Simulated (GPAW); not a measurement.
# Screening of a field by TaGe2As4 monolayer, part 2 of 2

Aim: the dipole that a field along the normal induces in TaGe2As4 monolayer.

GPAW 26.7.0; GPAW, PAW setups; layer in a repeated cell with vacuum, relaxation of atoms and in-plane cell (the session's first sound run).

So far, upper work function (eV): step 3 (plane waves, PBE) 4.93.

### 7. In a field

Level of this step: GPAW, PAW setups; slab in vacuum (GPAW).

The input, run.py:

```python
import json
import numpy as np
from ase import Atoms
from gpaw import GPAW, PW
from gpaw.external import ConstantElectricField

slab = Atoms(
    ['As', 'Ge', 'As', 'Ta', 'As', 'Ge', 'As'],
    positions=[
        [0.00000, -0.00000, 7.00000],
        [0.00000, 2.17246, 8.15375],
        [0.00000, 2.17246, 10.63108],
        [-0.00000, -0.00000, 12.12268],
        [0.00000, 2.17246, 13.61429],
        [0.00000, 2.17246, 16.09162],
        [0.00000, 0.00000, 17.24536]],
    cell=[[3.76281, 0.0, 0.0], [-1.8814, 3.25868, 0.0], [0.0, 0.0, 24.2454]],
    pbc=[True, True, False],
    magmoms=[0.0, 0.0, 0.0, 1.0, 0.0, 0.0, 0.0])

slab.calc = GPAW(mode=PW(400), xc='PBE', kpts={'size': (9, 9, 1), 'gamma': True},
                 occupations={'name': 'fermi-dirac', 'width': 0.05}, nbands='200%',
                 convergence={'density': 1e-05}, maxiter=200,
                 poissonsolver={'dipolelayer': 'xy'},
                 external=ConstantElectricField(0.05, [0, 0, 1]),
                 symmetry={'tolerance': 1e-3}, txt='slab.txt')
result = {}
energy = slab.get_potential_energy()
fermi = slab.calc.get_fermi_level()
v = slab.calc.get_electrostatic_potential().mean((0, 1)) - fermi
n = slab.calc.get_pseudo_density().mean((0, 1))
L = slab.cell[2, 2]
z = np.arange(len(v)) * L / len(v)
low, high = slab.positions[:, 2].min(), slab.positions[:, 2].max()
below, above = np.interp([low - 4.8, high + 4.8], z, v)
slopes = [np.interp(x, z, np.gradient(v, z)) for x in (low - 4.8, high + 4.8)]
eps = np.array([[slab.calc.get_eigenvalues(k, s) for k in range(len(slab.calc.get_ibz_k_points()))]
                for s in range(slab.calc.get_number_of_spins())]) - fermi
top, bottom = eps[eps < 0].max(), eps[eps > 0].min()
dipole = slab.get_dipole_moment()[2]
print(f'energy {energy:.4f} eV, Fermi level {fermi:.4f} eV, dipole {dipole:.5f} e A')
print(f'potential 4.8 A off the faces, from the Fermi level: lower {below:.4f} eV, upper {above:.4f} eV')
print(f'slope of the potential there: lower {slopes[0]:.5f}, upper {slopes[1]:.5f} eV/A')
print(f'nearest levels on the mesh: {top:.4f} and {bottom:.4f} eV')
print('magnetic moment', round(slab.get_magnetic_moment(), 3))
result.update(energy=energy, fermi=fermi, dipole=dipole, below=below, above=above, slopes=slopes, edges=[top, bottom],
              z=z.tolist(), v=v.tolist(), n=n.tolist(), positions=slab.positions.tolist(),
              forces=slab.get_forces(apply_constraint=False).tolist(), moments=slab.get_magnetic_moments().tolist())
json.dump(result, open('result.json', 'w'))
```

On the command line:

```sh
$ OMP_NUM_THREADS=1 OPENBLAS_NUM_THREADS=1 python run.py
```

The log of the run:

```text
energy -38.1757 eV, Fermi level 0.9335 eV, dipole 0.04223 e A
potential 4.8 A off the faces, from the Fermi level: lower 5.2319 eV, upper 4.6086 eV
slope of the potential there: lower -0.00037, upper 0.00033 eV/A
nearest levels on the mesh: -0.0484 and 0.0322 eV
magnetic moment 0.0
```

Wall time 13 min (1 thread of Arm Neoverse V1, shared host); peak memory 0.62 GiB.

### 8. In a field

run.py, as its differences from that of step 7:

```diff
@@ -24,3 +24,3 @@
                  poissonsolver={'dipolelayer': 'xy'},
-                 external=ConstantElectricField(0.05, [0, 0, 1]),
+                 external=ConstantElectricField(0.1, [0, 0, 1]),
                  symmetry={'tolerance': 1e-3}, txt='slab.txt')
```

The log of the run:

```text
energy -38.1789 eV, Fermi level 0.9333 eV, dipole 0.08449 e A
potential 4.8 A off the faces, from the Fermi level: lower 5.5442 eV, upper 4.2974 eV
slope of the potential there: lower -0.00039, upper 0.00031 eV/A
nearest levels on the mesh: -0.0484 and 0.0322 eV
magnetic moment 0.0
```

Run time: 12 min. Hardware: 1 thread; peak memory 0.62 GiB.

The dipole is now 0.0845 e Å, against 5.9e-4 in the run without a field.

### 9. In a field

run.py, as its differences from that of step 8:

```diff
@@ -24,3 +24,3 @@
                  poissonsolver={'dipolelayer': 'xy'},
-                 external=ConstantElectricField(0.1, [0, 0, 1]),
+                 external=ConstantElectricField(0.2, [0, 0, 1]),
                  symmetry={'tolerance': 1e-3}, txt='slab.txt')
```

The log of the run:

```text
energy -38.1916 eV, Fermi level 0.9322 eV, dipole 0.16900 e A
potential 4.8 A off the faces, from the Fermi level: lower 6.1704 eV, upper 3.6765 eV
slope of the potential there: lower -0.00044, upper 0.00029 eV/A
nearest levels on the mesh: -0.0484 and 0.0321 eV
magnetic moment 0.0
```

Wall time 13 min (1 thread); peak memory 0.62 GiB.

The dipole is now 0.169 e Å, against 5.9e-4 in the run without a field.

### 10. In a field

run.py, as its differences from that of step 9:

```diff
@@ -24,3 +24,3 @@
                  poissonsolver={'dipolelayer': 'xy'},
-                 external=ConstantElectricField(0.2, [0, 0, 1]),
+                 external=ConstantElectricField(0.3, [0, 0, 1]),
                  symmetry={'tolerance': 1e-3}, txt='slab.txt')
```

The log of the run:

```text
energy -38.2127 eV, Fermi level 0.9304 eV, dipole 0.25353 e A
potential 4.8 A off the faces, from the Fermi level: lower 6.7984 eV, upper 3.0570 eV
slope of the potential there: lower -0.00051, upper 0.00027 eV/A
nearest levels on the mesh: -0.0484 and 0.0321 eV
magnetic moment 0.0
```

Run time: 11 min. Hardware: 1 thread; peak memory 0.62 GiB.

The dipole is now 0.254 e Å, against 5.9e-4 in the run without a field.

### 11. The series

The members are put on one axis.

This step: induced dipole against applied field (GPAW 26.7.0).

Dipole along the normal against field:

| field (V/Å) | dipole along the normal (e·Å) |
| --- | --- |
| -0.200 | -0.169 |
| -0.100 | -0.0845 |
| -0.050 | -0.0422 |
| 0.000 | 5.9e-4 |
| 0.050 | 0.0422 |
| 0.100 | 0.0845 |
| 0.200 | 0.169 |
| 0.300 | 0.254 |

### 12. What came out

- work function, upper and lower face: 4.926 and 4.914 eV
- dipole along the normal: 5.9e-4 e Å, near the numerical noise
- induced dipole per field: 0.845 e Å per V/Å
- out-of-plane polarisability per area, α/(ε0 A): 12.5 Å

What this shows: The field induces 0.845 e Å per V/Å, a polarisable thickness α/(ε0 A) of 12.5 Å beside 10.2 Å between the outermost nuclei. A perfect conductor would give the distance between its two image planes; a dielectric of thickness t gives t(1 - 1/ε). The induced dipole is linear in the field over this range. The small printed dipole stands for a step of -8.7 meV from the lower to the upper face, and the probes find 12 meV; values this small are near the numerical noise of both. One magnetic start was tried; another order may lie lower. The layer's cell and atoms come from the relaxation; spin-orbit coupling and temperature are left out.

[Logs are printed without paths, hosts, clocks, repeated set-up lines and the standing remarks that a program may print on its own settings, such as how far it seeks lower states.]

[Hosts, paths, dates, database ids (printed as entryN), source tags and the programs' standing remarks are cut or masked in the printed files.]
